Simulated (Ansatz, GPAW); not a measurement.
## HgS (110), 5 units: work function by functional and basis

How far do functional and basis move the work function of HgS (110), 5 units? Where a layer proves gapped, the work function hangs on where the smearing puts the Fermi level, and the band edges take its place.

Calculated with GPAW 26.7.0 and Ansatz 0.2.0; Ansatz plane waves; layer without images along its normal, relaxation of atoms and in-plane cell; PAW set soft_1, in the first sound run; inputs show where later runs differ.

This is a report of a sequence of runs, with most program output left out.

### Step 1. The starting structure

The cell holds 10 atoms: 5 Hg and 5 S. Its edges and angles: a = 4.137 Å, b = 5.850 Å, c = 24.273 Å, α = 90.0°, β = 90.0°, γ = 90.0°. It derives from HgS (zincblende HgS). Vacuum lies along c.

### Step 2. Relaxation

Forces are removed first; all later runs use this geometry.

The input, input.yaml:

```yaml
crystal:
  lattice:
    - [4.13657467, 0.0, 0.0]
    - [0.0, 5.85, 0.0]
    - [0.0, 0.0, 24.2731493399]
  atoms:
    - { symbol: Hg, position: [0.5, 0.5, 0.329582284] }
    - { symbol: S, position: [0.0, 0.75, 0.329582284] }
    - { symbol: Hg, position: [0.0, 0.0, 0.414791142] }
    - { symbol: S, position: [0.5, 0.25, 0.414791142] }
    - { symbol: Hg, position: [0.5, 0.5, 0.5] }
    - { symbol: S, position: [0.0, 0.75, 0.5] }
    - { symbol: Hg, position: [0.0, 0.0, 0.585208858] }
    - { symbol: S, position: [0.5, 0.25, 0.585208858] }
    - { symbol: Hg, position: [0.5, 0.5, 0.670417716] }
    - { symbol: S, position: [0.0, 0.75, 0.670417716] }
  periodic: [true, true, false]
kpoints:
  mp_grid: { grid: [7, 5, 1] }
hamiltonian:
  xc: pbe
  pseudopotentials: { kind: paw, azcp: { folder: soft_1 } }
scf:
  occupations: { method: fermi_dirac, width: 0.05 }
relax:
  f_tol: 0.01
  max_steps: 90
  cell: {}
```

The run is started by

```console
$ ansatz run input.yaml --threads 4 --pin off --max-ram 8192MiB --backend cpu --events-out ev --progress --plain --runs-dir out
```

Elapsed: 81 s, on 4 threads of Intel Xeon 6975P-C (Granite Rapids), shared host; peak memory 2.2 GiB.

The steps of the relaxation:

| step | energy less that of the first step (eV) | largest force component (eV/Å) | volume (Å³) |
| --- | --- | --- | --- |
| 1 | 0.0000 | 0.9354 | 976.34 |
| 2 | -0.6884 | 0.4642 | 995.77 |
| 3 | -0.9188 | 0.1733 | 1010.32 |
| 4 | -0.9310 | 0.2160 | 1013.94 |
| 5 | -0.9481 | 0.0494 | 1021.00 |
| 6 | -0.9494 | 0.0181 | 1021.06 |
| 7 | -0.9496 | 0.0035 | 1021.26 |
| 8* | -0.9521 | 0.0035 | 1021.26 |

Relaxation steps marked * repeat the geometry before them on a plane-wave basis chosen anew for their cell, so energy and pressure can jump there.

Forces are held to the 4 operations that the run works with; a distortion that breaks them can't arise in this run.

| cell as run | before | after | change |
| --- | --- | --- | --- |
| a (Å) | 4.137 | 4.210 | +1.8 % |
| b (Å) | 5.850 | 6.013 | +2.8 % |

The atoms that moved most (Å, along periodic axes as changes of fractional coordinates times the final cell, across vacuum about the mean position):

| atom | dx | dy | dz | length |
| --- | --- | --- | --- | --- |
| Hg9 | 0.000 | 0.290 | -0.393 | 0.488 |
| Hg1 | 0.000 | 0.290 | 0.393 | 0.488 |
| S2 | 0.000 | -0.030 | -0.250 | 0.251 |
| S10 | 0.000 | -0.030 | 0.250 | 0.251 |
| Hg7 | 0.000 | -0.122 | 0.184 | 0.221 |
| Hg3 | 0.000 | -0.122 | -0.184 | 0.221 |
| S8 | 0.000 | -0.107 | 0.014 | 0.108 |
| S4 | 0.000 | -0.107 | -0.014 | 0.108 |

Final coordinates:

```cif
data_structure
_symmetry_space_group_name_H-M 'P 1'
_symmetry_Int_Tables_number 1
_cell_length_a 4.2099
_cell_length_b 6.0126
_cell_length_c 40.3463
_cell_angle_alpha 90.000
_cell_angle_beta 90.000
_cell_angle_gamma 90.000
_cell_volume 1021.26
loop_
_atom_site_label
_atom_site_type_symbol
_atom_site_fract_x
_atom_site_fract_y
_atom_site_fract_z
_atom_site_occupancy
Hg1 Hg 0.50000 0.54827 0.20802 1
S2 S 0.00000 0.74501 0.19210 1
Hg3 Hg 0.00000 0.97969 0.24499 1
S4 S 0.50000 0.23221 0.24921 1
Hg5 Hg 0.50000 0.49480 0.30081 1
S6 S 0.00000 0.74485 0.30081 1
Hg7 Hg 0.00000 0.97969 0.35663 1
S8 S 0.50000 0.23221 0.35241 1
Hg9 Hg 0.50000 0.54827 0.39360 1
S10 S 0.00000 0.74501 0.40952 1
```

This step gave:

```
free energy         : -73589.0751 eV
gap by band count   : 0.5037 eV
symmetry operations : 4
```

The relaxation lowered the energy of the cell by 0.952 eV.

### Step 3. Plane waves, PBE

With the geometry fixed, the planar mean of the potential gives the vacuum level on each side.

This step: GPAW, PAW setups; slab in vacuum (GPAW 26.7.0).

The cell differs from the one that the last finished run ended in (c 40.346 → 24.772 Å).

The input, run.py:

```python
import json
import numpy as np
from ase import Atoms
from gpaw import GPAW, PW

slab = Atoms(
    ['Hg', 'S', 'Hg', 'S', 'Hg', 'S', 'Hg', 'S', 'Hg', 'S'],
    positions=[
        [2.10495, 3.29654, 8.64229],
        [0.00000, 4.47944, 8.00000],
        [-0.00000, -0.12212, 10.13413],
        [2.10495, 1.39616, 10.30429],
        [2.10495, 2.97501, 12.38609],
        [0.00000, 4.47847, 12.38609],
        [-0.00000, -0.12212, 14.63804],
        [2.10495, 1.39616, 14.46788],
        [2.10495, 3.29654, 16.12988],
        [0.00000, 4.47944, 16.77217]],
    cell=[[4.2099, 0.0, -0.0], [0.0, 6.0126, 0.0], [-0.0, 0.0, 24.7722]],
    pbc=[True, True, False])

slab.calc = GPAW(mode=PW(400), xc='PBE', kpts={'size': (7, 5, 1), 'gamma': True},
                 occupations={'name': 'fermi-dirac', 'width': 0.05}, nbands='160%',
                 convergence={'density': 1e-05}, maxiter=200,
                 poissonsolver={'dipolelayer': 'xy'},
                 symmetry={'tolerance': 1e-3}, txt='slab.txt')
result = {}
energy = slab.get_potential_energy()
fermi = slab.calc.get_fermi_level()
v = slab.calc.get_electrostatic_potential().mean((0, 1)) - fermi
n = slab.calc.get_pseudo_density().mean((0, 1))
L = slab.cell[2, 2]
z = np.arange(len(v)) * L / len(v)
low, high = slab.positions[:, 2].min(), slab.positions[:, 2].max()
below, above = np.interp([low - 5.8, high + 5.8], z, v)
slopes = [np.interp(x, z, np.gradient(v, z)) for x in (low - 5.8, high + 5.8)]
eps = np.array([[slab.calc.get_eigenvalues(k, s) for k in range(len(slab.calc.get_ibz_k_points()))]
                for s in range(slab.calc.get_number_of_spins())]) - fermi
top, bottom = eps[eps < 0].max(), eps[eps > 0].min()
dipole = slab.get_dipole_moment()[2]
print(f'energy {energy:.4f} eV, Fermi level {fermi:.4f} eV, dipole {dipole:.5f} e A')
print(f'potential 5.8 A off the faces, from the Fermi level: lower {below:.4f} eV, upper {above:.4f} eV')
print(f'slope of the potential there: lower {slopes[0]:.5f}, upper {slopes[1]:.5f} eV/A')
print(f'nearest levels on the mesh: {top:.4f} and {bottom:.4f} eV')
print('magnetic moment', round(slab.get_magnetic_moment(), 3))
result.update(energy=energy, fermi=fermi, dipole=dipole, below=below, above=above, slopes=slopes, edges=[top, bottom],
              z=z.tolist(), v=v.tolist(), n=n.tolist(), positions=slab.positions.tolist(),
              forces=slab.get_forces(apply_constraint=False).tolist(), moments=slab.get_magnetic_moments().tolist())
json.dump(result, open('result.json', 'w'))
```

The run is started by

```console
$ OMP_NUM_THREADS=1 OPENBLAS_NUM_THREADS=1 python run.py
```

Wall time 3.2 min (1 thread); peak memory 0.55 GiB.

Numbers from this step:

- dipole along the normal: -9.08e-4 e·Å
- levels nearest the Fermi level on the mesh: -0.2808, 0.2770 eV from the Fermi level
- upper work function: 5.304 eV
- lower work function: 5.297 eV
- upper ionisation energy: 5.585 eV

Electrostatic potential energy of an electron (without an applied field's), less the Fermi level, planar mean against z:

z (Å), electrostatic potential energy of an electron (without an applied field's), less the Fermi level, planar mean (eV) and a bar from the least value:
```
      0.0        5.3 ##############################
      0.5        5.3 ##############################
      1.0        5.3 ##############################
      1.5        5.3 ##############################
      2.0        5.3 ##############################
      2.5        5.3 ##############################
      3.0        5.3 ##############################
      3.5        5.3 ##############################
      4.0        5.3 ##############################
      4.5        5.3 ##############################
      5.0        5.3 ##############################
      5.5        5.3 ##############################
      6.0        5.2 ##############################
      6.5        5.1 ##############################
      7.0        4.3 ############################
      7.5        1.0 ######################
      8.0       -6.4 #########
      8.5       -6.6 #########
      9.0       -3.1 ###############
      9.5       -1.9 #################
     10.0       -9.3 ####
     10.5       -8.3 ######
     11.0        0.6 ######################
     11.5        1.5 #######################
     12.0       -5.6 ###########
     12.5      -10.9 #
     13.0       -1.3 ##################
     13.5        2.0 ########################
     14.0       -2.5 ################
     14.5      -11.5 
     15.0       -5.3 ###########
     15.5       -1.4 ##################
     16.0       -5.2 ###########
     16.5       -7.1 ########
     17.0       -3.2 ###############
     17.5        3.0 ##########################
     18.0        4.8 #############################
     18.5        5.2 ##############################
     19.0        5.3 ##############################
     19.5        5.3 ##############################
     20.0        5.3 ##############################
     20.5        5.3 ##############################
     21.0        5.3 ##############################
     21.5        5.3 ##############################
     22.0        5.3 ##############################
     22.5        5.3 ##############################
     23.0        5.3 ##############################
     23.5        5.3 ##############################
     24.0        5.3 ##############################
     24.5        5.3 ##############################
```

Pseudo valence density, planar mean against z:

z (Å), pseudo valence density, planar mean (e/Å³) and a bar:
```
      4.5      0.000 
      5.0      0.000 
      5.5      0.001 
      6.0      0.002 
      6.5      0.012 
      7.0      0.050 ##
      7.5      0.161 ######
      8.0      0.302 ###########
      8.5      0.791 #############################
      9.0      0.522 ###################
      9.5      0.333 ############
     10.0      0.816 ##############################
     10.5      0.554 ####################
     11.0      0.210 ########
     11.5      0.186 #######
     12.0      0.528 ###################
     12.5      0.808 ##############################
     13.0      0.303 ###########
     13.5      0.161 ######
     14.0      0.315 ############
     14.5      0.798 #############################
     15.0      0.574 #####################
     15.5      0.317 ############
     16.0      0.764 ############################
     16.5      0.547 ####################
     17.0      0.223 ########
     17.5      0.103 ####
     18.0      0.026 #
     18.5      0.006 
     19.0      0.001 
     19.5      0.000 
     20.0      0.000
```

Force by atom:

| atom | x (eV/Å) | y (eV/Å) | z (eV/Å) | size |
| --- | --- | --- | --- | --- |
| Hg1 | 0.0000 | -0.0155 | -0.0141 | 0.0210 |
| S2 | 0.0000 | 0.0305 | -0.0713 | 0.0775 |
| Hg3 | 0.0000 | 0.0013 | 0.0142 | 0.0143 |
| S4 | 0.0000 | -0.0194 | 0.0136 | 0.0237 |
| Hg5 | 0.0000 | -0.0152 | 0.0000 | 0.0152 |
| S6 | 0.0000 | 0.0212 | 0.0000 | 0.0212 |
| Hg7 | 0.0000 | 0.0013 | -0.0142 | 0.0143 |
| S8 | 0.0000 | -0.0194 | -0.0136 | 0.0237 |
| Hg9 | 0.0000 | -0.0155 | 0.0141 | 0.0210 |
| S10 | 0.0000 | 0.0305 | 0.0713 | 0.0775 |

The layer is gapped, so the Fermi level lies somewhere inside the gap, set by smearing and numerics, and these work functions are no property of the material; the band edges below the vacuum level are. The potential is flat to 3.6e-5 eV/Å where it is read, so the vacuum is wide enough. The geometry is the other program's minimum; here the largest force on a free atom is 0.078 eV/Å.

### Step 4. Self-consistent run: xc = "revPBE"

The same geometry under revPBE, to see how far the functional moves the levels against the vacuum.

run.py, as its differences from that of step 3:

```diff
@@ -21,3 +21,3 @@
 
-slab.calc = GPAW(mode=PW(400), xc='PBE', kpts={'size': (7, 5, 1), 'gamma': True},
+slab.calc = GPAW(mode=PW(400), xc='revPBE', kpts={'size': (7, 5, 1), 'gamma': True},
                  occupations={'name': 'fermi-dirac', 'width': 0.05}, nbands='160%',
```

Wall time 3.4 min (1 thread); peak memory 0.55 GiB.

This step gave:

| Quantity | Value |
| --- | --- |
| levels nearest the Fermi level on the mesh | -0.3128, 0.3088 eV from the Fermi level |
| upper work function | 5.188 eV |
| lower work function | 5.182 eV |
| upper ionisation energy | 5.501 eV |

The electrostatic potential energy of an electron (without an applied field's), less the Fermi level, planar mean oscillates, so the rows of the table below give means over windows of 2.06 Å about each position, cut where the curve ends. Its maxima inside the range that stand out by 2 % of the span (Å: eV): 9.3: -1.43, 11.4: 1.88, 13.4: 1.88, 15.5: -1.43. Its minima: 8.2: -7.30, 10.2: -11.8, 12.4: -11.8, 14.6: -11.8, 16.6: -7.29.

The electrostatic potential energy of an electron (without an applied field's), less the Fermi level, planar mean by z; means over each step:

| z (Å) | electrostatic potential energy of an electron (without an applied field's), less the Fermi level, planar mean (eV) |
| --- | --- |
| 1.03 | 5.18 |
| 3.09 | 5.18 |
| 5.15 | 5.17 |
| 7.21 | 1.08 |
| 9.27 | -5.53 |
| 11.33 | -3.40 |
| 13.39 | -3.41 |
| 15.45 | -5.63 |
| 17.51 | 0.777 |
| 19.57 | 5.17 |
| 21.63 | 5.19 |
| 23.69 | 5.19 |

The pseudo valence density, planar mean oscillates, so the rows of the table below give means over windows of 1 Å about each position, cut where the curve ends. Its maxima inside the range that stand out by 2 % of the span (Å: e/Å³): 8.7: 0.856, 10.1: 0.900, 12.4: 0.877, 14.7: 0.900, 16.1: 0.856. Its minima: 9.3: 0.307, 11.4: 0.157, 13.4: 0.157, 15.5: 0.307.

Pseudo valence density, planar mean against z; means over each step:

| z (Å) | pseudo valence density, planar mean (e/Å³) |
| --- | --- |
| 4 | 1.0e-5 |
| 5 | 1.8e-4 |
| 6 | 0.00370 |
| 7 | 0.0646 |
| 8 | 0.378 |
| 9 | 0.552 |
| 10 | 0.667 |
| 11 | 0.264 |
| 12 | 0.533 |
| 13 | 0.387 |
| 14 | 0.381 |
| 15 | 0.584 |
| 16 | 0.633 |
| 17 | 0.254 |
| 18 | 0.0363 |
| 19 | 0.00184 |
| 20 | 9.6e-5 |
| 21 | 5.4e-6 |

Force by atom:

| atom | x (eV/Å) | y (eV/Å) | z (eV/Å) | size |
| --- | --- | --- | --- | --- |
| Hg1 | 0.000 | -0.065 | -0.086 | 0.108 |
| S2 | 0.000 | 0.081 | -0.230 | 0.244 |
| Hg3 | 0.000 | 0.009 | 0.006 | 0.011 |
| S4 | 0.000 | -0.031 | 0.011 | 0.033 |
| Hg5 | 0.000 | -0.021 | 0.000 | 0.021 |
| S6 | 0.000 | 0.033 | 0.000 | 0.033 |
| Hg7 | 0.000 | 0.009 | -0.006 | 0.011 |
| S8 | 0.000 | -0.031 | -0.011 | 0.033 |
| Hg9 | 0.000 | -0.065 | 0.086 | 0.108 |
| S10 | 0.000 | 0.081 | 0.230 | 0.244 |

The highest filled level lies 0.313 eV under the Fermi level, so the ionisation energy from the upper face is 5.188 + 0.313 = 5.501 eV, against 5.585 eV in the base run.

### Step 5. Self-consistent run: xc = "LDA"

The same geometry under LDA, to see how far the functional moves the levels against the vacuum.

run.py, as its differences from that of step 4:

```diff
@@ -21,3 +21,3 @@
 
-slab.calc = GPAW(mode=PW(400), xc='revPBE', kpts={'size': (7, 5, 1), 'gamma': True},
+slab.calc = GPAW(mode=PW(400), xc='LDA', kpts={'size': (7, 5, 1), 'gamma': True},
                  occupations={'name': 'fermi-dirac', 'width': 0.05}, nbands='160%',
```

It took 3.2 min on 1 thread; peak memory 0.55 GiB.

This step gave:

| Property | Result |
| --- | --- |
| dipole along the normal | -9.10e-4 e·Å |
| levels nearest the Fermi level on the mesh | -0.2183, 0.2150 eV from the Fermi level |
| upper work function | 5.582 eV |
| lower work function | 5.576 eV |
| upper ionisation energy | 5.801 eV |

The electrostatic potential energy of an electron (without an applied field's), less the Fermi level, planar mean oscillates, so the rows of the table below give means over windows of 2.06 Å about each position, cut where the curve ends. Its maxima inside the range that stand out by 2 % of the span (Å: eV): 9.3: -0.952, 11.4: 2.38, 13.4: 2.38, 15.5: -0.948. Its minima: 8.2: -6.86, 10.2: -11.3, 12.4: -11.3, 14.6: -11.3, 16.6: -6.86.

Electrostatic potential energy of an electron (without an applied field's), less the Fermi level, planar mean against z; means over each step:

| z (Å) | electrostatic potential energy of an electron (without an applied field's), less the Fermi level, planar mean (eV) |
| --- | --- |
| 1.03 | 5.58 |
| 3.09 | 5.58 |
| 5.15 | 5.56 |
| 7.21 | 1.49 |
| 9.27 | -5.07 |
| 11.33 | -2.92 |
| 13.39 | -2.93 |
| 15.45 | -5.17 |
| 17.51 | 1.18 |
| 19.57 | 5.57 |
| 21.63 | 5.58 |
| 23.69 | 5.58 |

The highest filled level lies 0.218 eV under the Fermi level, so the ionisation energy from the upper face is 5.582 + 0.218 = 5.801 eV, against 5.585 eV in the base run.

### Step 6. Self-consistent run: xc = "vdW-DF2"

The same geometry under vdW-DF2, to see how far the functional moves the levels against the vacuum (the van der Waals functionals take revPBE setups).

run.py, as its differences from that of step 5:

```diff
@@ -21,3 +21,3 @@
 
-slab.calc = GPAW(mode=PW(400), xc='LDA', kpts={'size': (7, 5, 1), 'gamma': True},
+slab.calc = GPAW(mode=PW(400), xc='vdW-DF2', kpts={'size': (7, 5, 1), 'gamma': True},
                  occupations={'name': 'fermi-dirac', 'width': 0.05}, nbands='160%',
```

Elapsed: 3.1 min, on 1 thread; peak memory 0.87 GiB.

This step gave:

* dipole along the normal: -9.06e-4 e·Å
* levels nearest the Fermi level on the mesh: -0.2211, 0.2163 eV from the Fermi level
* upper work function: 5.715 eV
* lower work function: 5.708 eV
* upper ionisation energy: 5.936 eV

Electrostatic potential energy of an electron (without an applied field's), less the Fermi level, planar mean against z:

z (Å), electrostatic potential energy of an electron (without an applied field's), less the Fermi level, planar mean (eV) and a bar from the least value:
```
      0.0        5.7 ##############################
      0.5        5.7 ##############################
      1.0        5.7 ##############################
      1.5        5.7 ##############################
      2.0        5.7 ##############################
      2.5        5.7 ##############################
      3.0        5.7 ##############################
      3.5        5.7 ##############################
      4.0        5.7 ##############################
      4.5        5.7 ##############################
      5.0        5.7 ##############################
      5.5        5.7 ##############################
      6.0        5.6 ##############################
      6.5        5.5 ##############################
      7.0        4.6 ############################
      7.5        1.2 ######################
      8.0       -6.2 #########
      8.5       -6.5 #########
      9.0       -3.1 ###############
      9.5       -1.9 #################
     10.0       -9.2 ####
     10.5       -8.2 ######
     11.0        0.7 #####################
     11.5        1.5 #######################
     12.0       -5.4 ##########
     12.5      -10.8 #
     13.0       -1.2 ##################
     13.5        2.0 ########################
     14.0       -2.4 ################
     14.5      -11.4 
     15.0       -5.3 ###########
     15.5       -1.3 ##################
     16.0       -5.1 ###########
     16.5       -6.9 ########
     17.0       -2.9 ###############
     17.5        3.3 ##########################
     18.0        5.2 #############################
     18.5        5.6 ##############################
     19.0        5.7 ##############################
     19.5        5.7 ##############################
     20.0        5.7 ##############################
     20.5        5.7 ##############################
     21.0        5.7 ##############################
     21.5        5.7 ##############################
     22.0        5.7 ##############################
     22.5        5.7 ##############################
     23.0        5.7 ##############################
     23.5        5.7 ##############################
     24.0        5.7 ##############################
     24.5        5.7 ##############################
```

The highest filled level lies 0.221 eV under the Fermi level, so the ionisation energy from the upper face is 5.715 + 0.221 = 5.936 eV, against 5.585 eV in the base run.

(Continued in part 2 of 2.)

[Logs are printed without paths, hosts, clocks, repeated set-up lines and the standing remarks that a program may print on its own settings, such as how far it seeks lower states.]

[Hosts, paths, dates, database ids (printed as entryN), source tags and the programs' standing remarks are cut or masked in the printed files.]
